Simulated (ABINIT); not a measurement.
# Ba2TaBiO6 (R-3): G0W0 in ABINIT against the exchange cutoff, part 2 of 2

How does the gap of Ba2TaBiO6 (R-3) converge in the exchange cutoff?

ABINIT 10.8.3; LDA and many-body steps on it, plane waves. Known limits of the many-body steps: not at the basis limit; exchange with frozen shells missing; no spin-orbit coupling; coarse k mesh.

So far. Step 2 (Screening, 2×2×2 mesh, 150 bands, screening to 130.6 eV): Local fields lower ε∞ by 8 %. On a Γ-centred mesh this coarse the value itself is usually too large, while a short band sum pulls it down. Step 5 (14.4 Ha): The gap on the mesh goes from 2.57 eV to 3.58 eV, a correction of +1.01 eV.

**6. 25.2 Ha**

Level of this step: G0W0 on LDA, plane waves, norm-conserving pseudopotentials (ABINIT).

Input file run.abi:

```
acell 3*1.0 Angstrom
rprim 
  3.075626834241 1.775713980676 4.956223105800
  -3.075626834241 1.775713980676 4.956223105800
  0.000000000000 -3.551427961352 4.956223105800
ntypat 4
znucl 56 73 83 8
natom 10
typat 1 1 2 3 4 4 4 4 4 4
xred 
  0.748816000000 0.748816000000 0.748816000000
  0.251184000000 0.251184000000 0.251184000000
  0.500000000000 0.500000000000 0.500000000000
  0.000000000000 0.000000000000 0.000000000000
  0.725510000000 0.218856000000 0.322035000000
  0.218856000000 0.322035000000 0.725510000000
  0.322035000000 0.725510000000 0.218856000000
  0.274490000000 0.781144000000 0.677965000000
  0.677965000000 0.274490000000 0.781144000000
  0.781144000000 0.677965000000 0.274490000000
pp_dirpath "pseudos"
pseudos "Ba.upf, Ta.upf, Bi.upf, O.upf"
ecut 36
ngkpt 2 2 2
nshiftk 1
shiftk 0 0 0
kptopt 1
chksymbreak 0
istwfk *1
occopt 1
irdwfk 1
optdriver 4
nband 150
gwcalctyp 0
ecutsigx 25.2
symsigma 1
nkptgw 3
kptgw 
  0.5000000000 0.5000000000 0.5000000000
  0.5000000000 0.0000000000 0.0000000000
  0.0000000000 0.0000000000 0.0000000000
bdgw 
  41 45
  41 44
  40 44
ecuteps 4.8
irdscr 1
ppmodel 1
indata_prefix "in"
outdata_prefix "out"
tmpdata_prefix "tmp"
```

Command:

```bash
> OMP_NUM_THREADS=1 mpirun -n 8 abinit run.abi > log
```

Output:

```text
.Version 10.8.3 of ABINIT. v10.8.2 released Aug 2026.

 Symmetries : space group R-3 (#148); Bravais hR (rhombohedral)
[... echo of the input left out ...]
== DATASET  1 ==================================================================
-   mpi_nproc: 8, omp_nthreads: 1 (-1 if OMP is not activated)

--- !DatasetInfo
iteration_state: {dtset: 1, }
dimensions: {natom: 10, nkpt: 4, mband: 150, nsppol: 1, nspinor: 1, nspden: 1, mpw: 11312, }
cutoff_energies: {ecut:  36.0, pawecutdg:  -1.0, }
[...]
Band     E0 <VxcDFT>   SigX SigC(E0)      Z dSigC/dE  Sig(E)    E-E0       E
[...]
43   9.016 -13.028  -8.883  -2.664   0.830  -0.205 -11.799   1.229  10.245
       44   9.195 -15.313  -9.481  -3.484   0.815  -0.227 -13.400   1.913  11.109

== END DATASET(S) ==============================================================
================================================================================

 -outvars: echo values of variables after computation  --------
           etotal      0.0000000000E+00
            nband         150
             nkpt           4
          spgroup         148
 [... the other variables as echoed above ...]

 Calculation completed.
```

Elapsed: 25 s, on 8 MPI ranks of AMD EPYC 9B14 (Zen 4), shared host; peak memory 2.6 GiB; 3.3 min of CPU time.

This step gave:

```yaml
g0w0_gap_on_the_points_computed: 3.670 eV
starting_gap_on_the_mesh: 2.566 eV
k_of_the_valence_top: 0.5, 0.5, 0.5
k_of_the_conduction_bottom: 0.5, 0, 0
least_direct_g0w0_gap_on_the_computed_points: 3.706 eV
```

Against the run before, the gap moves by +0.094 eV.

**7. 36 Ha**

run.abi: that of step 6 with these lines changed.

```diff
@@ -34,3 +34,3 @@
 gwcalctyp 0
-ecutsigx 25.2
+ecutsigx 36
 symsigma 1
```

Output:

```text
.Version 10.8.3 of ABINIT. v10.8.2 released Aug 2026.

 Symmetries : space group R-3 (#148); Bravais hR (rhombohedral)
[... echo of the input left out ...]
== DATASET  1 ==================================================================
-   mpi_nproc: 8, omp_nthreads: 1 (-1 if OMP is not activated)

--- !DatasetInfo
iteration_state: {dtset: 1, }
dimensions: {natom: 10, nkpt: 4, mband: 150, nsppol: 1, nspinor: 1, nspden: 1, mpw: 11312, }
cutoff_energies: {ecut:  36.0, pawecutdg:  -1.0, }
[...]
Band     E0 <VxcDFT>   SigX SigC(E0)      Z dSigC/dE  Sig(E)    E-E0       E
[...]
43   9.016 -13.028  -8.888  -2.664   0.830  -0.205 -11.803   1.225  10.241
       44   9.195 -15.313  -9.486  -3.484   0.815  -0.227 -13.404   1.909  11.105

== END DATASET(S) ==============================================================
================================================================================

 -outvars: echo values of variables after computation  --------
           etotal      0.0000000000E+00
            nband         150
             nkpt           4
          spgroup         148
 [... the other variables as echoed above ...]

 Calculation completed.
```

Run time: 23 s. Hardware: 8 MPI ranks; peak memory 2.6 GiB; 3 min of CPU time.

This step gave:

| Item | Value |
| --- | --- |
| G0W0 gap on the points computed | 3.683 eV |
| starting gap on the mesh | 2.566 eV |
| k of the valence top | 0.5, 0.5, 0.5 |
| k of the conduction bottom | 0.5, 0, 0 |
| least direct G0W0 gap on the computed points | 3.718 eV |

Against the run before, the gap moves by +0.013 eV.

**8. The runs together**

Times are wall times on 8 MPI ranks of AMD EPYC 9B14 (Zen 4), shared host, good to a factor of about two. A run's time includes the screening step that it read.

| run | mesh | bands | screening cutoff (eV) | DFT gap (eV) | gap on the mesh (eV) | direct (eV) | ε∞ used | time |
| --- | --- | --- | --- | --- | --- | --- | --- | --- |
| 3.6 Ha | 2×2×2 | 150 | 130.6 | 2.566 | 2.516 | 2.556 | 6.55 | 57 s |
| 7.2 Ha | 2×2×2 | 150 | 130.6 | 2.566 | 3.251 | 3.288 | 6.55 | 66 s |
| 14.4 Ha | 2×2×2 | 150 | 130.6 | 2.566 | 3.576 | 3.613 | 6.55 | 69 s |
| 25.2 Ha | 2×2×2 | 150 | 130.6 | 2.566 | 3.670 | 3.706 | 6.55 | 68 s |
| 36 Ha | 2×2×2 | 150 | 130.6 | 2.566 | 3.683 | 3.718 | 6.55 | 66 s |

**9. What came out**

```
3.6 Ha       : 2.516 eV
7.2 Ha       : 3.251 eV
14.4 Ha      : 3.576 eV
25.2 Ha      : 3.670 eV
36 Ha        : 3.683 eV
known limits : not at the basis limit; exchange with frozen shells missing; no spin-orbit coupling; coarse k mesh
```

**Reading.** The setting moved: exchange cutoff. From 3.6 Ha to 36 Ha the gap moves by +1.17 eV. The last step still moves it by +0.013 eV. Bands and screening cutoff are coupled, so a series along one setting does not show full convergence. Below the screening cutoff the correlation part is cut too. Bands and cutoff are finite, so the gap is not at the basis limit. The miss can reach some tenths of an eV and take either sign; the mesh is an error of its own. In the first G0W0 run levels were corrected at 3 k points alone, so a gap called «on the mesh» is the least over those, and an edge elsewhere would be missed. The 2×2×2 mesh is coarse for this cell, which bears on the long-range parts of exchange and screening. Where an edge is built on 6p states of lead, bismuth or thallium, scalar-relativistic gaps usually stand too wide, by a few tenths to over one eV. The norm-conserving file of at least one element keeps a d shell over frozen s and p shells of the same row. Exchange with those shells is missing from the self-energy, an error of 0.3 to 0.9 eV in cases checked, whose sign depends on which edge lies on those atoms. The many-body steps are scalar-relativistic: spin-orbit coupling is not in them.

[Paths, hosts, dates, memory and timing lines, banners, echoed tables and standing remarks are left out of the program output.]

[Logs are printed without paths, hosts, clocks, repeated set-up lines and the standing remarks that a program may print on its own settings, such as how far it seeks lower states.]

[Runs of the session that timed out or met a known fault of the program may be left out.]

[No measured gap is set beside runs whose start may be inverted or whose files or cutoffs have a known fault.]

[Hosts, paths, dates, database ids (printed as entryN), source tags and the programs' standing remarks are cut or masked in the printed files.]

[G0W0 gaps are taken among the corrected bands and points alone; a level outside them can change the order at an edge.]

[Where Ansatz stands beside ABINIT at settings called matched, ABINIT's density can come from a denser mesh and the files from another edition; pairs whose starting gaps differed by over 0.03 eV were left out, so agreement reads better than it is.]
